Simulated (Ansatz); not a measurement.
# (ZnS)1(MgS)3 [0001] superlattice, started as wurtzite: from the cell to its phonons, part 2 of 2

The cell of (ZnS)1(MgS)3 [0001] superlattice, started as wurtzite is at rest. What are its phonons?

Ansatz 0.2.0; DFT PBE, scalar-relativistic, plane waves, PAW.

So far: The starting structure; Linear response at the zone centre.

The structure was built from a prototype and need not be the compound's stable phase.

## (2) Linear response at the zone centre (continued)

Born charge (rows field, columns displacement) (e), principal values of the symmetric part by kind of site:

```
atom  atoms with these values    low  middle   high   mean
 Mg1                        1   1.86    1.86   2.02   1.91
 Mg2                        1   1.87    1.87   2.11   1.95
 Mg3                        1   1.85    1.85   2.09   1.93
  S4                        1  -1.97   -1.80  -1.80  -1.86
  S5                        2  -2.11   -1.88  -1.88  -1.96
  S7                        1  -2.18   -2.18  -1.75  -2.04
 Zn8                        1   1.71    2.15   2.15   2.00
```

In full for Zn8:

```
2.15 0.00 0.00
0.00 2.15 0.00
0.00 0.00 1.71
```

High-frequency dielectric tensor:

```
4.48 0.00 0.00
0.00 4.48 0.00
0.00 0.00 4.44
```

Static dielectric tensor (ions relaxed, fixed cell):

```
7.52 0.00 0.00
0.00 7.52 0.00
0.00 0.00 7.60
```

Transverse modes. Infrared lines, with heights relative to the strongest:

```
position (cm⁻¹)  label  relative intensity
             56      E                 0.1
             68      E                 0.0
             82      E                 0.1
            138     A1                 0.3
            171     A1                 0.1
            224      E                  50
            246     A1                 8.7
            294     A1                  44
            319     A1                  61
            330      E                 0.4
            333      E                 100
            342      E                  78
            364     A1                  13
            386     A1                 0.0
```

Activity x (w_L - w)^4 (n + 1)/w, 532 nm, 300 K; modes without the macroscopic field alone. Raman lines, with heights relative to the strongest:

```
position (cm⁻¹)  label  relative intensity
             56      E                  54
             68      E                 100
             82      E                  92
            138     A1                  47
            171     A1                  28
            224      E                  81
            246     A1                  70
            294     A1                  73
            319     A1                  15
            330      E                  59
            333      E                  62
            342      E                  33
            364     A1                  27
            386     A1                  36
```

Static second-order susceptibility (pm/V), twice the coefficient d of second-harmonic generation. Second order susceptibility, by row:

```
field along     xx     yy    zz     yz     xz     xy
          x      0      0     0      0  -4.22  -7.44
          y  -7.44   7.44     0  -4.22      0      0
          z  -4.22  -4.22  4.19      0      0      0
```

Before it was imposed, the acoustic sum rule was missed by 2.3e-4 eV/Å² and the charge sum rule by 0.012 e. Small misses are needed for a sound result but don't prove that mesh and cutoff are converged. The lowest optical mode is real, 55.8 cm⁻¹.

The log warns of the k mesh: “the force constants stand on the 6×6×2 k-mesh, whose period is 12.01 times the interband length at k = (0.0000, 0.0000, 0.0000), direct gap 2.653 eV, under 14: take them and everything formed from them as unconverged”.

## (3) Isotope substitution, element Mg, natural mass 24.305 amu

An isotope changes the mass and not the force constants, so no new electronic calculation is needed; the shifts show which modes move this element.

The same force constants with the mass of Mg changed from 24.305 to 25.983 u (phonopy, no LO-TO term). Both lists are sorted by frequency; levels can cross, so a row need not hold one and the same mode. Modes under 3 cm⁻¹ are left out. Isotope shifts, by row:

```
    q  rank  natural mass (cm⁻¹)  changed mass (cm⁻¹)
0 0 0     4                55.76                55.34
0 0 0     5                55.76                55.34
0 0 0     6                67.72                66.74
0 0 0     7                67.72                66.74
0 0 0     8                82.42                81.33
0 0 0     9                82.42                81.33
0 0 0    10                137.7                136.9
0 0 0    11                  171                168.5
0 0 0    12                  224                  224
0 0 0    13                  224                  224
0 0 0    14                245.9                243.2
0 0 0    15                293.5                292.2
0 0 0    16                318.8                313.1
0 0 0    17                330.2                324.2
0 0 0    18                330.2                324.2
0 0 0    19                332.9                326.8
0 0 0    20                332.9                326.8
0 0 0    21                342.1                335.9
0 0 0    22                342.1                335.9
0 0 0    23                364.3                357.8
0 0 0    24                386.3                379.3
```

A mode of this element alone would shift by -3.28 %. The highest zone-centre frequency without the field goes from 386.3 to 379.3 cm⁻¹ (-1.8 %). The product of the frequency ratios over all optical modes at Γ is 0.762; the product rule, (m/m′)^(3k/2) (M′/M)^(3/2) with k = 3 such atoms and M the mass of the cell, gives 0.762.

## (4) Another isotope, element S, natural mass 32.06 amu

The same for S, from 32.06 to 33.97 u.

The same force constants with the mass of S changed from 32.060 to 33.968 u (phonopy, no LO-TO term). Both lists are sorted by frequency; levels can cross, so a row need not hold one and the same mode. Modes under 3 cm⁻¹ are left out. Isotope shifts, by row:

```
    q  rank  natural mass (cm⁻¹)  changed mass (cm⁻¹)
0 0 0     4                55.76                55.07
0 0 0     5                55.76                55.07
0 0 0     6                67.72                66.64
0 0 0     7                67.72                66.64
0 0 0     8                82.42                81.21
0 0 0     9                82.42                81.21
0 0 0    10                137.7                136.2
0 0 0    11                  171                168.2
0 0 0    12                  224                219.4
0 0 0    13                  224                219.4
0 0 0    14                245.9                242.4
0 0 0    15                293.5                286.6
0 0 0    16                318.8                315.2
0 0 0    17                330.2                326.1
0 0 0    18                330.2                326.1
0 0 0    19                332.9                328.8
0 0 0    20                332.9                328.8
0 0 0    21                342.1                337.8
0 0 0    22                342.1                337.8
0 0 0    23                364.3                360.1
0 0 0    24                386.3                381.6
```

A mode of this element alone would shift by -2.85 %. The highest zone-centre frequency without the field goes from 386.3 to 381.6 cm⁻¹ (-1.2 %). The product of the frequency ratios over all optical modes at Γ is 0.737; the product rule, (m/m′)^(3k/2) (M′/M)^(3/2) with k = 4 such atoms and M the mass of the cell, gives 0.737.

## (5) Isotope substitution, element Zn, natural mass 65.38 amu

The same for Zn, from 65.38 to 67.92 u.

The same force constants with the mass of Zn changed from 65.380 to 67.925 u (phonopy, no LO-TO term). Both lists are sorted by frequency; levels can cross, so a row need not hold one and the same mode. Modes under 3 cm⁻¹ are left out. Isotope shifts, by row:

```
    q  rank  natural mass (cm⁻¹)  changed mass (cm⁻¹)
0 0 0     4                55.76                55.38
0 0 0     5                55.76                55.38
0 0 0     6                67.72                 67.7
0 0 0     7                67.72                 67.7
0 0 0     8                82.42                82.26
0 0 0     9                82.42                82.26
0 0 0    10                137.7                136.6
0 0 0    11                  171                  171
0 0 0    12                  224                222.8
0 0 0    13                  224                222.8
0 0 0    14                245.9                244.9
0 0 0    15                293.5                293.2
0 0 0    16                318.8                318.8
0 0 0    17                330.2                330.2
0 0 0    18                330.2                330.2
0 0 0    19                332.9                332.9
0 0 0    20                332.9                332.9
0 0 0    21                342.1                342.1
0 0 0    22                342.1                342.1
0 0 0    23                364.3                364.1
0 0 0    24                386.3                386.3
```

A mode of this element alone would shift by -1.89 %. The highest zone-centre frequency without the field goes from 386.3 to 386.3 cm⁻¹ (-0.0 %). The product of the frequency ratios over all optical modes at Γ is 0.958; the product rule, (m/m′)^(3k/2) (M′/M)^(3/2) with k = 1 such atoms and M the mass of the cell, gives 0.958.

## (6) Outcome

```
space group (within 0.01 Å)                             : P3m1
volume per atom                                         : 22.4 Å³
gap on the k-mesh                                       : 2.65 eV
highest optical mode at the zone centre (no LO-TO term) : 386 cm⁻¹
top of the zone-centre spectrum with the field          : 410 cm⁻¹
lowest optical zone-centre mode                         : 55.8 cm⁻¹
mean high-frequency dielectric constant                 : 4.47
mean static dielectric constant                         : 7.55
largest Born charge (third of the trace)                : -2.04 e
imaginary modes at Γ (the only wavevector solved)       : none
```

What this shows: The structure is stable against zone-centre distortions, since no mode there is imaginary; runs at other wavevectors are not part of this account. Without the field, the optical modes at Γ span 56 to 386 cm⁻¹. The dispersion is not part of this account. With the macroscopic field of the longitudinal modes the top of the zone-centre spectrum lies at 410 cm⁻¹, against 386 cm⁻¹ without it. Lattice motion raises the mean dielectric constant from 4.469 to 7.548. The strongest infrared line is at 333 cm⁻¹. Averaged over orientations, the strongest Raman line at 532 nm and 300 K is at 68 cm⁻¹, among the modes without the field; their longitudinal partners can be Raman active too. With the field response the log warns that the k mesh is coarse for the force constants too, so the frequencies may not be converged. The starting cell was built on a prototype and not taken from a measurement, so the phase need not exist. These are harmonic frequencies at zero temperature: anharmonic shifts, linewidths and thermal expansion are left out.

[Logs are printed without paths, hosts, clocks, repeated set-up lines and the standing remarks that a program may print on its own settings, such as how far it seeks lower states.]

[Hosts, paths, dates, database ids (printed as entryN), source tags and the programs' standing remarks are cut or masked in the printed files.]
